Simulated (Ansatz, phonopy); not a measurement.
# Grüneisen parameters and expansion of NaI (Fm-3m), part 4 of 4

Wanted: mode Grüneisen parameters of NaI and a free-energy fit over volumes.

Measurements to reproduce:
- volume expansion coefficient 135 1e-6/K near room temperature (given in “Descriptors for thermal expansion in solids”, 2017, arXiv:1701.03966)

Ansatz 0.2.0; DFT LDA, scalar-relativistic, plane waves, PAW.

So far. Step 15 (A cell at another volume, V/V0 1.05): The run ends at a pressure of -0.90 GPa. Step 16 (Phonons, V/V0 1.05): No mode is imaginary beyond numerical noise at the solved wavevectors. The highest zone-centre mode (no LO–TO term) moved by -12.4 % for a volume change of +5.0 %.

**17. Mode Grüneisen parameters**

This step: DFT LDA, scalar-relativistic, plane waves, PAW (phonopy 4.10.0).

This step gave:

```
share of modes with a negative Grüneisen parameter : 0.028
```

Mean Grüneisen, by row:

```
T (K)  heat-capacity-weighted mean  root mean square
   50                        1.519             1.726
  100                        1.674             1.851
  200                        1.716             1.883
  300                        1.724             1.889
  500                        1.728             1.891
  800                        1.729             1.892
```

The mean mode Grueneisen parameter by wavenumber:

```
wavenumber (cm⁻¹)  mean mode Grueneisen parameter
              3.0                               -
              9.1                           0.295
             15.1                            1.34
             21.1                            1.06
             27.2                           0.931
             33.2                           0.896
             39.2                           0.752
             45.3                           0.898
             51.3                            1.25
             57.3                            1.52
             63.4                            1.35
             69.4                            1.56
             75.4                            1.61
             81.5                             1.6
             87.5                               -
             93.6                               -
             99.6                               -
            105.6                               -
            111.7                               -
            117.7                               -
            123.7                            2.36
            129.8                            2.43
            135.8                            2.51
            141.8                            2.34
            147.9                            1.94
            153.9                            1.71
            159.9                            1.52
            166.0                            1.39
            172.0                            1.33
            178.0                            1.26
```

Volume series, by row:

```
 V/V0  V (Å³/atom)  pressure (GPa)  E - E0 (meV/atom)  gap (eV)  zero-point energy (meV/atom)  lowest on the path (cm⁻¹)  highest at Gamma without the LO-TO term (cm⁻¹)
 0.97        29.74           0.681              1.898     3.719                         19.17                          0                                           141.2
0.985         30.2           0.326              0.462     3.668                         18.63                          0                                             136
    1        30.66               0                  0      3.62                          18.1                          0                                           130.9
1.015        31.12          -0.298              0.438     3.574                         17.59                          0                                           125.9
 1.03        31.58          -0.572              1.685      3.53                         17.08                          0                                             121
 1.05        32.19          -0.901              4.524     3.474                         16.43                          0                                           114.7
```

Optical frequency at Gamma without the LO-TO term, mode 4 against V/V0:

```
  V/V0  optical frequency at Gamma without the LO-TO term, mode 4 (cm⁻¹)
0.9700                                                               141
0.9850                                                               136
1.0000                                                               131
1.0150                                                               126
1.0300                                                               121
1.0500                                                               115
```

Grüneisen at points, by row:

```
point  branch  frequency (cm⁻¹)  mode Grüneisen parameter
    Γ       4             130.9                      2.57
    Γ       6             180.4                      1.28
    X       1                37                     -0.25
    X       3              56.7                     -0.28
    X       4             135.4                      2.59
    X       6             141.8                      2.58
    U       1              49.4                       1.3
    U       2              54.5                     -0.15
    U       3              63.4                      1.16
    U       4             131.6                      2.46
    U       5               140                      2.58
    U       6             144.1                      2.06
    K       1              49.4                       1.3
    K       2              54.5                     -0.15
    K       3              63.4                      1.16
    K       4             131.6                      2.46
    K       5               140                      2.58
    K       6             144.1                      2.06
    L       1              56.5                      2.42
    L       3              80.9                      1.64
    L       4             125.5                      2.28
    L       6             180.9                       1.2
    W       1              50.4                     -0.13
    W       3              66.9                      2.01
    W       4             137.2                      1.93
    W       5               139                      2.57
```

**18. Free-energy fit**

Numbers from this step:

| Item | Value |
| --- | --- |
| volume expansion coefficient at 300 K | 137.6 1e-6/K |
| isothermal bulk modulus at 300 K | 16.93 GPa |
| C_P at 300 K | 26.35 J/mol-atom/K |
| Grüneisen parameter at 300 K | 1.827 |

Table of energy (each curve on its own zero) by volume; values in meV/atom:

```
volume (Å³/atom)  static  F at 0 K  F at 300 K  F at 600 K
          29.741     1.9      3.24        7.16        12.2
          30.201    0.46      1.26        3.68        6.79
          30.660       0      0.27        1.17         2.3
          31.120    0.44      0.19       -0.47       -1.33
          31.580    1.68      0.93       -1.29       -4.15
          32.194    4.52      3.12       -1.25       -6.82
```

Phonopy-qha, vinet fit of F(V) at each temperature; no electronic free energy. Qha vinet, by row:

```
T (K)  fitted volume (Å³/atom)  alpha_V (1e-6/K)  B_T (GPa)  C_P (J/mol-atom/K)  Grueneisen
   75                    31.03             82.14      19.77               18.81       1.628
  100                     31.1             97.53      19.48               21.39       1.696
  125                    31.18             107.1      19.18               22.87       1.731
  150                    31.26             113.7      18.87               23.81       1.752
  175                    31.36             118.8      18.56               24.46       1.768
  200                    31.45             123.1      18.24               24.96       1.782
  225                    31.55               127      17.92               25.37       1.794
  250                    31.65             130.6      17.59               25.73       1.805
  275                    31.76             134.1      17.26               26.05       1.816
  300                    31.86             137.6      16.93               26.35       1.827
```

Volume expansion coefficient, phonopy-qha, Vinet against temperature:

```
temperature (K)  volume expansion coefficient, phonopy-qha, Vinet (1e-6/K)
           75.0                                                       82.1
          100.0                                                       97.5
          125.0                                                        107
          150.0                                                        114
          175.0                                                        119
          200.0                                                        123
          225.0                                                        127
          250.0                                                        131
          275.0                                                        134
          300.0                                                        138
```

The fit gives a volume expansion of 138 × 10⁻⁶/K at 300 K.

**19. What came out**

| Quantity | Value |
| --- | --- |
| volume expansion coefficient at 300 K | 137.6 1e-6/K |
| isothermal bulk modulus at 300 K | 16.93 GPa |
| C_P at 300 K | 26.35 J/mol-atom/K |
| Grüneisen parameter at 300 K | 1.827 |
| mean mode Grüneisen parameter at 300 K | 1.72 |

**Reading.** Near room temperature NaI expands by 138 × 10⁻⁶/K in volume by LDA, with C_P = 26.4 J/(mol K) per mole of atoms and B_T = 16.9 GPa. The table stops at 300 K because beyond it the fitted volume comes within 1 % of the largest computed cell, where the fit loses its support. C_P at room temperature is 106 % of the classical 3R an atom. A measured volume expansion coefficient near room temperature is 135 1e-6/K (arXiv:1701.03966); the calculated 138 1e-6/K differs by +2 %. The heat-capacity-weighted Grüneisen parameter goes from 1.52 at 50 K to 1.73 at 800 K; 3 % of the modes stiffen on expansion. Weighting γ by the density of states and each mode's heat capacity at 300 K, modes below 60 cm⁻¹ give about 24 % of the sum of γC that drives the expansion, those up to 120 cm⁻¹ 13 % and the rest 63 %. Among the labelled points γ is largest for branch 4 at X (135 cm⁻¹, 2.6) and most negative for branch 3 at X (56.7 cm⁻¹, -0.28). The PAW files were made for PBE and are used here under another functional, for which the program regenerates the frozen cores.

[Logs are printed without paths, hosts, clocks, repeated set-up lines and the standing remarks that a program may print on its own settings, such as how far it seeks lower states.]

[Hosts, paths, dates, database ids (printed as entryN), source tags and the programs' standing remarks are cut or masked in the printed files.]

[A step with changed settings may run another functional than the one named; its input shows which.]

[Of the runs on displaced cells, only some may be shown.]
